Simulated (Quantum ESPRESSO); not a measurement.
# ZnS (F-43m): a worked LO-TO splitting

How high does the longitudinal optical mode of ZnS (F-43m) lie, given the transverse one, the Born charge and ε∞?

Main program and level: Quantum ESPRESSO 8.0 development, patched; DFT LDA, scalar-relativistic, plane waves, PseudoDojo norm-conserving pseudopotentials.

The database entry behind the starting cell differs from later determinations by our own check (about 0.1 % short), so it need not match the best structure at ambient conditions.

## Step 1: The relaxed structure

The structure is cubic, space group F-43m (No. 216). Conventional cell: a = 5.295 Å, b = 5.295 Å, c = 5.295 Å, α = 90.00°, β = 90.00°, γ = 90.00°. Nearest to Zn lie 4 S at 2.29 Å. S has 4 Zn at 2.29 Å nearest. Farther neighbours and most contacts between anions are not listed.

Coordinates:

```xyz
2
Lattice="-2.6475 0.0000 2.6475 0.0000 2.6475 2.6475 -2.6475 2.6475 0.0000" Properties=species:S:1:pos:R:3 pbc="T T T"
Zn   -1.3237    1.3237    1.3237
S     0.0000    0.0000    0.0000
```

This is the cell after its relaxation at this level of theory, not the database cell from which that began.

## Step 2: What the response run gave

A linear-response run on the relaxed cell, with the response to an electric field; only its zone-centre results are used. Cutoff 84 Ry, k mesh 8×8×8.

What it wrote:

```text
[banners, grids, parts of the stress and lines that vanish by symmetry left out]
Program PHONON v.8.0dev
     Dynamical matrices for q-points given in input
     (   1q-points):
[...]
Exchange-correlation= PW
                           (   1   4   0   0   0   0   0)
[...]
kinetic-energy cut-off    =      84.0000  Ry
     charge density cut-off    =     336.0000  Ry
     convergence threshold     =      1.0E-18
[...]
Exchange-correlation= PW
                           (   1   4   0   0   0   0   0)
[...]
q = (   0.0000000   0.0000000   0.0000000 )
     25 Sym.Ops. (with q -> -q+G )
     G cutoff =  852.1179  (  26229 G-vectors)     FFT grid: ( 45, 45, 45)
     number of k points=    29
[...]
Mode symmetry, T_d (-43m)  point group:
[...]
Dielectric constant
[...]
End of electric fields calculation
          Dielectric constant in cartesian axis
          (       6.333595577       0.000000000       0.000000000 )
          (       0.000000000       6.333595577      -0.000000000 )
          (       0.000000000       0.000000000       6.333595577 )
          Effective charges (d Force / dE) in cartesian axis without acoustic sum rule applied (asr)
           atom    1  Zn    Mean Z*:        1.90724
      Ex  (        1.90724       -0.00000        0.00000 )
      Ey  (        0.00000        1.90724        0.00000 )
      Ez  (       -0.00000        0.00000        1.90724 )
           atom    2  S     Mean Z*:       -1.92558
      Ex  (       -1.92558       -0.00000        0.00000 )
      Ey  (        0.00000       -1.92558        0.00000 )
      Ez  (        0.00000        0.00000       -1.92558 )
          Effective charges Sum: Mean:       -0.01834
[...]
Effective charges (d Force / dE) in cartesian axis with asr applied:
           atom    1  Zn    Mean Z*:        1.91641
[...]
atom    2  S     Mean Z*:       -1.91641
[...]
Dielectric constant from finite-differences
          (       6.333538966       0.000000000       0.000000000 )
          (       0.000000000       6.333538966       0.000000000 )
          (       0.000000000       0.000000000       6.333538966 )
[...]
(       0.000000000      -0.000000000       0.000000000 )
          (       0.000000000       0.000000000      16.497803217 )
          (       0.000000000      16.497803217       0.000000000 )
          (      -0.000000000      -0.000000000      16.497803217 )
          (      -0.000000000      -0.000000000       0.000000000 )
          (      16.497803217       0.000000000       0.000000000 )
          (       0.000000000      16.497803217      -0.000000000 )
          (      16.497803217       0.000000000      -0.000000000 )
[...]
(      -0.000000000       0.000000000      -0.000000000 )
          (      -0.131158554      -0.000000000      -0.000000000 )
          (       0.000000000      -0.131158554       0.000000000 )
          (      -0.131158554      -0.000000000       0.000000000 )
          (      -0.000000000       0.000000000      -0.000000000 )
[...]
Representation #   1 modes #   1   2   3
[...]
End of self-consistent calculation
     Convergence has been achieved
     Representation #   2 modes #   4   5   6
[...]
End of self-consistent calculation
     Convergence has been achieved
[...]
Dielectric constant in cartesian axis
          (       6.333595577       0.000000000       0.000000000 )
          (       0.000000000       6.333595577      -0.000000000 )
          (       0.000000000       0.000000000       6.333595577 )
          Effective charges (d Force / dE) in cartesian axis without acoustic sum rule applied (asr)
           atom    1  Zn    Mean Z*:        1.90724
      Ex  (        1.90724       -0.00000        0.00000 )
      Ey  (        0.00000        1.90724        0.00000 )
      Ez  (       -0.00000        0.00000        1.90724 )
           atom    2  S     Mean Z*:       -1.92558
      Ex  (       -1.92558       -0.00000        0.00000 )
      Ey  (        0.00000       -1.92558        0.00000 )
      Ez  (        0.00000        0.00000       -1.92558 )
          Effective charges Sum: Mean:       -0.01834
[...]
Effective charges (d Force / dE) in cartesian axis with asr applied:
           atom    1  Zn    Mean Z*:        1.91641
[...]
atom    2  S     Mean Z*:       -1.91641
[...]
q = (    0.000000000   0.000000000   0.000000000 )
[...]
freq (    1) =      -0.075056 [THz] =      -2.503590 [cm-1]
     freq (    2) =      -0.075056 [THz] =      -2.503590 [cm-1]
     freq (    3) =      -0.075056 [THz] =      -2.503590 [cm-1]
     freq (    4) =       8.751612 [THz] =     291.922340 [cm-1]
     freq (    5) =       8.751612 [THz] =     291.922340 [cm-1]
     freq (    6) =       8.751612 [THz] =     291.922340 [cm-1]
[...]
Mode symmetry, T_d (-43m)  point group:
     freq (   1-   3) =         -2.5  [cm-1]   --> T_2  G_15 P_4   I+R
     freq (   4-   6) =        291.9  [cm-1]   --> T_2  G_15 P_4   I+R

   JOB DONE.
```

```
                       quantity   value
             cell volume Ω (Å³)  37.113
                 mass of Zn (u)  65.380
                  mass of S (u)  32.060
     Born charge of Zn, raw (e)   1.907
      Born charge of S, raw (e)  -1.926
                             ε∞   6.334
ω(TO) after the sum rule (cm⁻¹)   291.9
```

## Step 3: The calculation

The charges must sum to zero over the cell; taking off their mean, -0.009 e, leaves Z* = 1.916 e on Zn. In the polar mode Zn moves against S, so the reduced mass is μ = 65.38 × 32.06 / 97.44 = 21.512 u.

A longitudinal wave builds up a field that adds to the restoring force: ω(LO)² = ω(TO)² + 4π Z*² / (μ Ω ε∞), in Hartree atomic units. With μ = 39213 electron masses and Ω = 250.45 bohr³ the second term is 7.4196e-07 Ha², or 35740 cm⁻² (1 Ha = 219474.6 cm⁻¹).

So ω(LO) = √(85223 + 35740) = 347.8 cm⁻¹, and by the Lyddane-Sachs-Teller relation ε₀ = ε∞ (ω(LO)/ω(TO))² = 8.99.

## Step 4: Check against the program

The analysis program adds the same non-analytic term to the full matrix, here for q along (1 0 0).

What it wrote:

```text
[banner, memory and clock lines left out]
Program DYNMAT v.8.0dev

     Reading Dynamical Matrix from file g.dyn
     ...Force constants read
     ...epsilon and Z* read
     ...Raman cross sections read

     Polarizability (A^3 units)
     multiply by 0.359989 for Clausius-Mossotti correction (not under assume_isolated = 'mt')
        15.751933    0.000000    0.000000
         0.000000   15.751933    0.000000
         0.000000   -0.000000   15.751933

     IR activities are in (D/A)^2/amu units
     Raman activities are in A^4/amu units
     multiply Raman by 0.016794 for Clausius-Mossotti correction (not under assume_isolated = 'mt')

# mode   [cm-1]    [THz]      IR          Raman   depol.fact
    1     -0.00   -0.0000    0.0000         0.0001    0.7500
    2      0.00    0.0000    0.0000         0.0001    0.7500
    3      0.00    0.0000    0.0000         0.0001    0.7500
    4    291.93    8.7518    3.9389         0.5353    0.7500
    5    291.93    8.7518    3.9389         0.5353    0.7500
    6    347.80   10.4266    3.9389         0.5353    0.7500
```

ε₀ comes from the program's run without a direction of q.

| quantity | by hand | program |
| --- | --- | --- |
| ω(LO) (cm⁻¹) | 347.8 | 347.8 |
| ε₀ | 8.99 | 8.99 |

## Step 5: Outcome

- TO mode: 291.9 cm⁻¹
- LO mode: 347.8 cm⁻¹
- static dielectric constant: 8.990

In words: The LO mode of ZnS (F-43m) lies at 348 cm⁻¹, 56 cm⁻¹ above the TO mode; the formula meets the program within 0.1 cm⁻¹, as it must for a cubic crystal with one polar mode. ω(LO)² − ω(TO)² goes with Z*²/ε∞: an error of 5 % in ε∞ would move the LO mode by 2.5 cm⁻¹, and semilocal functionals tend to overestimate ε∞. The raw charges miss their sum by 0.018 e, a sign that the k mesh is short for the field response, so ε∞ may be some per cent too high. These are harmonic values at zero temperature, at the volume of this functional, for the structure held cubic; stability elsewhere in the zone is no part of this calculation.

[Host names and launcher messages were left out of these logs when they were recorded.]

[Logs are printed without paths, hosts, clocks, repeated set-up lines and the standing remarks that a program may print on its own settings, such as how far it seeks lower states.]

[Hosts, paths, dates, database ids (printed as entryN), source tags and the programs' standing remarks are cut or masked in the printed files.]
